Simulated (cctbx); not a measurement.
**Mg5Be6Ni3P7 with cctbx, script by script**

Library: cctbx 2025.11. The data are simulated by the first script.

## 1. Simulate the data

run.py:

```python
from cctbx import adptbx, crystal, miller, sgtbx, xray
from cctbx.array_family import flex
from iotbx.shelx import hklf
from scitbx import matrix
import scitbx.random

cs = crystal.symmetry(unit_cell=(9.163, 9.163, 3.608, 90, 90, 120), space_group_symbol='Hall: P -6')  # P-6
atoms = [  # label, site, U (iso, or U11 U22 U33 U12 U13 U23 in A^2), occupancy
    ("Ni1", (0.6227, 0.8278, 0.5), 0.0238, 1),
    ("P1", (0.4515, 0.3631, 0.5), 0.0311, 1),
    ("P2", (1/3, 2/3, 0.5), 0.0275, 1),
    ("P3", (0.7571, 0.8033, 0), 0.0372, 1),
    ("Mg1", (2/3, 1/3, 0), 0.0326, 1),
    ("Mg2", (0, 0, 0.5), 0.0364, 1),
    ("Mg3", (0.4478, 0.5558, 0), 0.0318, 1),
    ("Be1", (0.7869, 0.0707, 0), 0.0380, 1),
    ("Be2", (0.6959, 0.5939, 0.5), 0.0432, 1),
]
xs = xray.structure(crystal_symmetry=cs)
for label, site, u, occ in atoms:
    u = adptbx.u_cif_as_u_star(cs.unit_cell(), u) if isinstance(u, tuple) else u
    xs.add_scatterer(xray.scatterer(label, site=site, u=u, occupancy=occ))
xs.set_inelastic_form_factors(1.3414, "sasaki")
xs.show_summary()
p1 = xs.expand_to_p1()
ms = miller.build_set(p1, anomalous_flag=True, d_min=0.83)
flex.set_random_seed(349989)
scitbx.random.set_random_seed(349989)
ms = ms.select(flex.random_double(ms.size()) < 0.5)
i = ms.structure_factors_from_scatterers(p1, algorithm="direct").f_calc().as_intensity_array().data()
i = i / flex.sqrt(1 + 0.1 * i / flex.max(i))  # extinction
i = i * 5000 / flex.max(i)
sig = flex.sqrt(i + flex.pow2(0.02 * i) + 2 ** 2)
noise = scitbx.random.variate(scitbx.random.normal_distribution())(i.size())
data = ms.array(data=i + sig * noise, sigmas=sig).set_observation_type_xray_intensity()
with open("data.hkl", "w") as f:
    data.export_as_shelx_hklf(f)
print("reflections written:", data.size(), " <I/sigma> = %.1f" % flex.mean(data.data() / data.sigmas()))
for h, a, b in list(data.sort("data"))[:12]:
    print("%4d%4d%4d %9.1f %7.1f" % (h + (a, b)))
```

```console
$ python run.py
```

```text
Number of scatterers: 9
At special positions: 9
Unit cell: (9.163, 9.163, 3.608, 90, 90, 120)
Space group: P -6 (No. 174)
reflections written: 939  <I/sigma> = 17.0
   4  -5   0    4802.0   122.5
  -2   3  -1    4774.4   116.3
  -1  -4   0    4748.7   115.0
  -1  -2  -1    4719.0   116.3
   1   2   1    4567.2   110.7
   2  -3  -1    4514.0   110.7
   1  -3  -1    4451.8   110.4
   5  -1   0    4422.8   115.0
   1  -3   1    4392.5   110.4
   2   1  -1    4296.8   110.4
   3   0  -1    4173.0   106.7
  -3   3   1    4127.9   106.7
```

It took 0.21 s on 1 thread of Arm Neoverse V2, on a shared host, peak memory 0.07 GiB.

## 2. Refinement (right model, isotropic)

run.py:

```python
import math
from cctbx import adptbx, crystal, maptbx, sgtbx, xray
from cctbx.array_family import flex
from cctbx.xray import observations
from iotbx.shelx import hklf
from scitbx.lstbx import normal_eqns_solving
from smtbx import absolute_structure, utils
from smtbx.refinement import constraints, least_squares

cs = crystal.symmetry(unit_cell=(9.163, 9.163, 3.608, 90, 90, 120), space_group_symbol='Hall: P -6')  # P-6
atoms = [  # label, site, U (iso, or U11 U22 U33 U12 U13 U23 in A^2), occupancy
    ("Ni1", (0.6324, 0.8301, 0.5), 0.0200, 1),
    ("P1", (0.446, 0.3587, 0.5), 0.0200, 1),
    ("P2", (1/3, 2/3, 0.5), 0.0200, 1),
    ("P3", (0.7501, 0.7999, 0), 0.0200, 1),
    ("Mg1", (2/3, 1/3, 0), 0.0200, 1),
    ("Mg2", (0, 0, 0.5), 0.0200, 1),
    ("Mg3", (0.4513, 0.5562, 0), 0.0200, 1),
    ("Be1", (0.7894, 0.0729, 0), 0.0200, 1),
    ("Be2", (0.6949, 0.5913, 0.5), 0.0200, 1),
]
xs = xray.structure(crystal_symmetry=cs)
for label, site, u, occ in atoms:
    u = adptbx.u_cif_as_u_star(cs.unit_cell(), u) if isinstance(u, tuple) else u
    xs.add_scatterer(xray.scatterer(label, site=site, u=u, occupancy=occ))
xs.set_inelastic_form_factors(1.3414, "sasaki")
raw = hklf.reader(file_name="data.hkl").as_miller_arrays(crystal_symmetry=cs, anomalous=True)[0]
merged = raw.eliminate_sys_absent().merge_equivalents()
fo2 = merged.array().set_observation_type_xray_intensity()
print("Rint %.3f, %d unique reflections to %.2f A" % (merged.r_int(), fo2.size(), fo2.d_min()))
for sc in xs.scatterers():
    sc.flags.set_grad_site(True)
    sc.flags.set_grad_u_aniso(sc.flags.use_u_aniso())
    sc.flags.set_grad_u_iso(sc.flags.use_u_iso())
obs = fo2.as_xray_observations()
extra = {}
rep = constraints.reparametrisation(xs, [], utils.connectivity_table(xs), **extra)
ls = least_squares.crystallographic_ls(obs, rep, weighting_scheme=least_squares.mainstream_shelx_weighting(a=0, b=0))
print("cycle     R1     wR2    GooF  max shift (A)")
for cycle in range(8):
    ls.build_up()
    r1, wr2, goof = ls.r1_factor(cutoff_factor=2)[0], ls.wR2(), ls.goof()
    old = xs.sites_cart()
    normal_eqns_solving.levenberg_marquardt_iterations(ls, n_max_iterations=3, tau=1e-06, step_threshold=1e-7)
    big = flex.max((xs.sites_cart() - old).norms())
    print("%4d %7.4f %7.4f %7.3f %9.5f" % (cycle + 1, r1, wr2, goof, big))
    ls.build_up(objective_only=True)
    if abs(ls.wR2() - wr2) < 5e-5 and big < 5e-4:
        break
ls.build_up()
print("final R1 %.4f wR2 %.4f GooF %.3f  parameters %d  data/parameter %.1f" % (ls.r1_factor(cutoff_factor=2)[0], ls.wR2(), ls.goof(), ls.n_parameters, fo2.size() / ls.n_parameters))
cov = ls.covariance_matrix_and_annotations()
su = dict(zip(cov.annotations, (math.sqrt(max(v, 0)) for v in cov.matrix.matrix_packed_u_diagonal())))
a2 = cs.unit_cell().reciprocal_parameters()[0] ** -2
print("atom        x        y        z      Ueq    occ   su(xyz)  su(Uiso or U11)")
for sc in xs.scatterers():
    s = max(su.get(sc.label + k, 0) for k in (".x", ".y", ".z"))
    npd = "" if sc.is_positive_definite_u(cs.unit_cell()) else "  NPD"
    print("%-5s %8.5f %8.5f %8.5f %8.4f %6.3f %8.5f %7.4f%s" % ((sc.label,) + sc.site + (sc.u_iso_or_equiv(cs.unit_cell()), sc.occupancy, s, su.get(sc.label + ".uiso", su.get(sc.label + ".u11", 0) * a2), npd)))
fo = fo2.f_sq_as_f()
fc = fo.structure_factors_from_scatterers(xs, algorithm="direct").f_calc()
diff = fo.f_obs_minus_f_calc(1 / math.sqrt(ls.scale_factor()), fc).average_bijvoet_mates()
m = diff.fft_map(symmetry_flags=maptbx.use_space_group_symmetry, resolution_factor=0.25).apply_volume_scaling()
print("difference map: max %.2f min %.2f rms %.2f" % (m.statistics().max(), m.statistics().min(), m.statistics().sigma()))
peaks = m.peak_search(parameters=maptbx.peak_search_parameters(min_distance_sym_equiv=0.6, max_clusters=6)).all()
near = xs.closest_distances(peaks.sites(), distance_cutoff=4)
sps = cs.special_position_settings(min_distance_sym_equiv=0.5)
for k, (x, h) in enumerate(zip(peaks.sites(), peaks.heights())):
    ss = sps.site_symmetry(x)
    print("Q%-3d %7.4f %7.4f %7.4f %4d %7.2f  %.2f A from %s" % ((k + 1,) + tuple(t % 1 for t in ss.exact_site()) + (ss.multiplicity(), h, near.smallest_distances[k], xs.scatterers()[near.i_seqs[k]].label)))
```

```console
$ python run.py
```

```text
Rint 0.025, 355 unique reflections to 0.83 A
cycle     R1     wR2    GooF  max shift (A)
   1  0.1569  0.3462  10.546   0.07965
   2  0.0144  0.0323   0.983   0.00032
final R1 0.0144 wR2 0.0323 GooF 0.983  parameters 21  data/parameter 16.9
atom        x        y        z      Ueq    occ   su(xyz)  su(Uiso or U11)
Ni1    0.62280  0.82782  0.50000   0.0232  1.000  0.00007  0.0001
P1     0.45138  0.36278  0.50000   0.0307  1.000  0.00015  0.0003
P2     0.33333  0.66667  0.50000   0.0265  1.000  0.00000  0.0004
P3     0.75719  0.80333  0.00000   0.0371  1.000  0.00016  0.0003
Mg1    0.66667  0.33333  0.00000   0.0319  1.000  0.00000  0.0006
Mg2    0.00000  0.00000  0.50000   0.0351  1.000  0.00000  0.0006
Mg3    0.44762  0.55559  0.00000   0.0315  1.000  0.00020  0.0003
Be1    0.78759  0.07155  0.00000   0.0380  1.000  0.00094  0.0014
Be2    0.69622  0.59423  0.50000   0.0447  1.000  0.00102  0.0015
difference map: max 0.19 min -0.16 rms 0.05
Q1    0.2685  0.0214  0.3185    6    0.19  1.28 A from Be2
Q2    0.1784  0.5269  0.5000    3    0.18  1.36 A from P2
Q3    0.2711  0.1063  0.0000    3    0.17  0.92 A from Be1
Q4    0.5334  0.4315  0.0000    3    0.16  1.67 A from Mg3
Q5    0.0806  0.7579  0.0000    3    0.16  1.25 A from Be1
Q6    0.2007  0.7675  0.0000    3    0.16  1.71 A from Mg3
```

Time: 0.33 s.

## 3. Refinement (right model, anisotropic)

run.py, as its changes from the last script of this kind:

```diff
@@ -12,9 +12,9 @@
-    ("Ni1", (0.6324, 0.8301, 0.5), 0.0200, 1),
-    ("P1", (0.446, 0.3587, 0.5), 0.0200, 1),
-    ("P2", (1/3, 2/3, 0.5), 0.0200, 1),
-    ("P3", (0.7501, 0.7999, 0), 0.0200, 1),
-    ("Mg1", (2/3, 1/3, 0), 0.0200, 1),
-    ("Mg2", (0, 0, 0.5), 0.0200, 1),
-    ("Mg3", (0.4513, 0.5562, 0), 0.0200, 1),
-    ("Be1", (0.7894, 0.0729, 0), 0.0200, 1),
-    ("Be2", (0.6949, 0.5913, 0.5), 0.0200, 1),
+    ("Ni1", (0.6228, 0.82782, 0.5), 0.0232, 1),
+    ("P1", (0.45138, 0.36278, 0.5), 0.0307, 1),
+    ("P2", (1/3, 2/3, 0.5), 0.0265, 1),
+    ("P3", (0.75719, 0.80333, 0), 0.0371, 1),
+    ("Mg1", (2/3, 1/3, 0), 0.0319, 1),
+    ("Mg2", (0, 0, 0.5), 0.0351, 1),
+    ("Mg3", (0.44762, 0.55559, 0), 0.0315, 1),
+    ("Be1", (0.78759, 0.07155, 0), 0.0380, 1),
+    ("Be2", (0.69622, 0.59423, 0.5), 0.0447, 1),
@@ -26,0 +27 @@
+xs.convert_to_anisotropic()
@@ -59,0 +61,4 @@
+fc = fo2.structure_factors_from_scatterers(xs, algorithm="direct").f_calc()
+absolute_structure.flack_analysis(xs, fo2.as_xray_observations()).show()
+h = absolute_structure.hooft_analysis(fo2, fc, scale_factor=ls.scale_factor())
+print("Hooft y: %.3f(%.0f)  Bijvoet pairs: %d" % (h.hooft_y, 1000 * h.sigma_y, h.n_bijvoet_pairs))
```

```console
$ python run.py
```

```text
Rint 0.025, 355 unique reflections to 0.83 A
cycle     R1     wR2    GooF  max shift (A)
   1  0.0144  0.0323   1.016   0.00778
   2  0.0139  0.0311   0.977   0.00001
final R1 0.0139 wR2 0.0311 GooF 0.977  parameters 42  data/parameter 8.5
atom        x        y        z      Ueq    occ   su(xyz)  su(Uiso or U11)
Ni1    0.62281  0.82783  0.50000   0.0232  1.000  0.00007  0.0003
P1     0.45144  0.36286  0.50000   0.0307  1.000  0.00015  0.0006
P2     0.33333  0.66667  0.50000   0.0263  1.000  0.00000  0.0006
P3     0.75714  0.80334  0.00000   0.0373  1.000  0.00017  0.0007
Mg1    0.66667  0.33333  0.00000   0.0321  1.000  0.00000  0.0009
Mg2    0.00000  0.00000  0.50000   0.0350  1.000  0.00000  0.0009
Mg3    0.44755  0.55551  0.00000   0.0314  1.000  0.00021  0.0009
Be1    0.78753  0.07141  0.00000   0.0389  1.000  0.00100  0.0039
Be2    0.69677  0.59521  0.50000   0.0443  1.000  0.00104  0.0034
Flack x: -0.009(7)
Hooft y: -0.000(7)  Bijvoet pairs: 168
difference map: max 0.20 min -0.15 rms 0.05
Q1    0.1787  0.5329  0.5000    3    0.20  1.33 A from P2
Q2    0.2714  0.0982  0.0000    3    0.19  1.00 A from Be1
Q3    0.2693  0.0216  0.3152    6    0.19  1.27 A from Be2
Q4    0.2302  0.4314  0.0000    3    0.16  1.71 A from P3
Q5    0.5313  0.4300  0.0000    3    0.15  1.67 A from Mg3
Q6    0.0713  0.7533  0.0000    3    0.14  1.17 A from Be1
```

Time: 0.37 s.

## 4. Refinement

run.py, as its changes from the last script of this kind:

```diff
@@ -29 +29 @@
-merged = raw.eliminate_sys_absent().merge_equivalents()
+merged = raw.eliminate_sys_absent().resolution_filter(d_min=1.3).merge_equivalents()
@@ -41 +41 @@
-for cycle in range(8):
+for cycle in range(12):
@@ -61,4 +60,0 @@
-fc = fo2.structure_factors_from_scatterers(xs, algorithm="direct").f_calc()
-absolute_structure.flack_analysis(xs, fo2.as_xray_observations()).show()
-h = absolute_structure.hooft_analysis(fo2, fc, scale_factor=ls.scale_factor())
-print("Hooft y: %.3f(%.0f)  Bijvoet pairs: %d" % (h.hooft_y, 1000 * h.sigma_y, h.n_bijvoet_pairs))
```

```console
$ python run.py
```

```text
Rint 0.019, 100 unique reflections to 1.30 A
cycle     R1     wR2    GooF  max shift (A)
   1  0.0112  0.0254   1.240   0.06514
   2  0.0084  0.0184   0.898   0.00265
   3  0.0084  0.0184   0.898   0.00013
final R1 0.0084 wR2 0.0184 GooF 0.898  parameters 42  data/parameter 2.4
atom        x        y        z      Ueq    occ   su(xyz)  su(Uiso or U11)
Ni1    0.62299  0.82801  0.50000   0.0225  1.000  0.00020  0.0019
P1     0.45160  0.36274  0.50000   0.0301  1.000  0.00047  0.0027
P2     0.33333  0.66667  0.50000   0.0267  1.000  0.00000  0.0024
P3     0.75750  0.80356  0.00000   0.0414  1.000  0.00051  0.0042
Mg1    0.66667  0.33333  0.00000   0.0312  1.000  0.00000  0.0040
Mg2    0.00000  0.00000  0.50000   0.0370  1.000  0.00000  0.0035
Mg3    0.44696  0.55580  0.00000   0.0312  1.000  0.00050  0.0034
Be1    0.78165  0.07169  0.00000   0.0494  1.000  0.00304  0.0197
Be2    0.69500  0.58628  0.50000   0.0432  1.000  0.00342  0.0102
difference map: max 0.06 min -0.07 rms 0.02
Q1    0.5596  0.1542  0.0000    3    0.06  1.43 A from Mg1
Q2    0.0874  0.5277  0.5000    3    0.06  1.72 A from P1
Q3    0.1876  0.4322  0.0000    3    0.06  1.56 A from P3
Q4    0.0000  0.0000  0.0000    1    0.04  1.80 A from Mg2
Q5    0.1048  0.7476  0.1402    6    0.04  1.41 A from Ni1
Q6    0.0955  0.2032  0.5000    3    0.04  1.40 A from Ni1
```

Time: 0.39 s.

This run holds a fault made on purpose: data cut at low resolution.

## 5. Refinement

run.py, as its changes from the last script of this kind:

```diff
@@ -20 +19,0 @@
-    ("Be2", (0.69622, 0.59423, 0.5), 0.0447, 1),
@@ -29 +28 @@
-merged = raw.eliminate_sys_absent().resolution_filter(d_min=1.3).merge_equivalents()
+merged = raw.eliminate_sys_absent().merge_equivalents()
```

```console
$ python run.py
```

```text
Rint 0.025, 355 unique reflections to 0.83 A
cycle     R1     wR2    GooF  max shift (A)
   1  0.0426  0.1025   3.196   0.07945
   2  0.0406  0.0953   2.969   0.00028
final R1 0.0406 wR2 0.0953 GooF 2.969  parameters 36  data/parameter 9.9
atom        x        y        z      Ueq    occ   su(xyz)  su(Uiso or U11)
Ni1    0.62276  0.82761  0.50000   0.0225  1.000  0.00022  0.0009
P1     0.45111  0.36221  0.50000   0.0279  1.000  0.00044  0.0016
P2     0.33333  0.66667  0.50000   0.0257  1.000  0.00000  0.0018
P3     0.75738  0.80308  0.00000   0.0356  1.000  0.00049  0.0020
Mg1    0.66667  0.33333  0.00000   0.0284  1.000  0.00000  0.0026
Mg2    0.00000  0.00000  0.50000   0.0354  1.000  0.00000  0.0027
Mg3    0.44909  0.55626  0.00000   0.0306  1.000  0.00064  0.0026
Be1    0.78631  0.06228  0.00000   0.0335  1.000  0.00259  0.0091
difference map: max 2.45 min -0.73 rms 0.18
Q1    0.4064  0.1006  0.5000    3    2.55  2.18 A from P1
Q2    0.2242  0.6212  0.5000    3    0.56  0.87 A from P2
Q3    0.1214  0.2719  0.5000    3    0.53  0.88 A from Ni1
Q4    0.1067  0.0281  0.5000    3    0.51  0.88 A from Mg2
Q5    0.5188  0.4489  0.0000    3    0.47  1.42 A from Mg3
Q6    0.5578  0.4296  0.5000    3    0.45  0.86 A from P1
```

Time: 0.33 s.

This run holds a fault made on purpose: atom left out: Be2.

## 6. Refinement

run.py, as its changes from the last script of this kind:

```diff
@@ -12,5 +12,5 @@
-    ("Ni1", (0.6228, 0.82782, 0.5), 0.0232, 1),
-    ("P1", (0.45138, 0.36278, 0.5), 0.0307, 1),
-    ("P2", (1/3, 2/3, 0.5), 0.0265, 1),
-    ("P3", (0.75719, 0.80333, 0), 0.0371, 1),
-    ("Mg1", (2/3, 1/3, 0), 0.0319, 1),
+    ("Ni1", (0.3772, 0.17218, 0.5), 0.0232, 1),
+    ("P1", (0.54862, 0.63722, 0.5), 0.0307, 1),
+    ("P2", (2/3, 1/3, 0.5), 0.0265, 1),
+    ("P3", (0.24281, 0.19667, 0), 0.0371, 1),
+    ("Mg1", (1/3, 2/3, 0), 0.0319, 1),
@@ -18,2 +18,3 @@
-    ("Mg3", (0.44762, 0.55559, 0), 0.0315, 1),
-    ("Be1", (0.78759, 0.07155, 0), 0.0380, 1),
+    ("Mg3", (0.55238, 0.44441, 0), 0.0315, 1),
+    ("Be1", (0.21241, 0.92845, 0), 0.0380, 1),
+    ("Be2", (0.30378, 0.40577, 0.5), 0.0447, 1),
@@ -59,0 +61,4 @@
+fc = fo2.structure_factors_from_scatterers(xs, algorithm="direct").f_calc()
+absolute_structure.flack_analysis(xs, fo2.as_xray_observations()).show()
+h = absolute_structure.hooft_analysis(fo2, fc, scale_factor=ls.scale_factor())
+print("Hooft y: %.3f(%.0f)  Bijvoet pairs: %d" % (h.hooft_y, 1000 * h.sigma_y, h.n_bijvoet_pairs))
```

```console
$ python run.py
```

```text
Rint 0.025, 355 unique reflections to 0.83 A
cycle     R1     wR2    GooF  max shift (A)
   1  0.1206  0.2685   8.447   0.13551
   2  0.1200  0.2557   8.047   0.00963
   3  0.1200  0.2557   8.046   0.00312
   4  0.1200  0.2557   8.046   0.00084
   5  0.1200  0.2557   8.046   0.00023
final R1 0.1200 wR2 0.2557 GooF 8.046  parameters 42  data/parameter 8.5
atom        x        y        z      Ueq    occ   su(xyz)  su(Uiso or U11)
Ni1    0.37762  0.17272  0.50000   0.0252  1.000  0.00061  0.0027
P1     0.54720  0.63735  0.50000   0.0306  1.000  0.00131  0.0055
P2     0.66667  0.33333  0.50000   0.0314  1.000  0.00000  0.0056
P3     0.24418  0.19682  0.00000   0.0409  1.000  0.00153  0.0057
Mg1    0.33333  0.66667  0.00000   0.0319  1.000  0.00000  0.0081
Mg2    0.00000  0.00000  0.50000   0.0345  1.000  0.00000  0.0071
Mg3    0.54969  0.44372  0.00000   0.0357  1.000  0.00207  0.0086
Be1    0.21032  0.94294  0.00000   0.0288  1.000  0.00684  0.0183  NPD
Be2    0.29971  0.38823  0.50000   0.0563  1.000  0.01024  0.0365
Flack x: 0.93(2)
Hooft y: 1.052(8)  Bijvoet pairs: 168
difference map: max 2.91 min -1.10 rms 0.25
Q1    0.3749  0.1737  0.5000    3    2.93  0.03 A from Ni1
Q2    0.6667  0.3333  0.5000    1    1.15  0.00 A from P2
Q3    0.2251  0.1891  0.0000    3    1.05  0.15 A from P3
Q4    0.3709  0.3463  0.0000    3    0.95  1.28 A from P3
Q5    0.5754  0.1321  0.0964    6    0.83  0.41 A from Mg3
Q6    0.3333  0.6667  0.1055    2    0.76  0.38 A from Mg1
```

It took 0.47 s on 1 thread of Arm Neoverse V2, with other jobs on the host, peak memory 0.09 GiB.

This run holds a fault made on purpose: the structure inverted.

[Logs are printed without paths, hosts, clocks, repeated set-up lines and the standing remarks that a program may print on its own settings, such as how far it seeks lower states.]
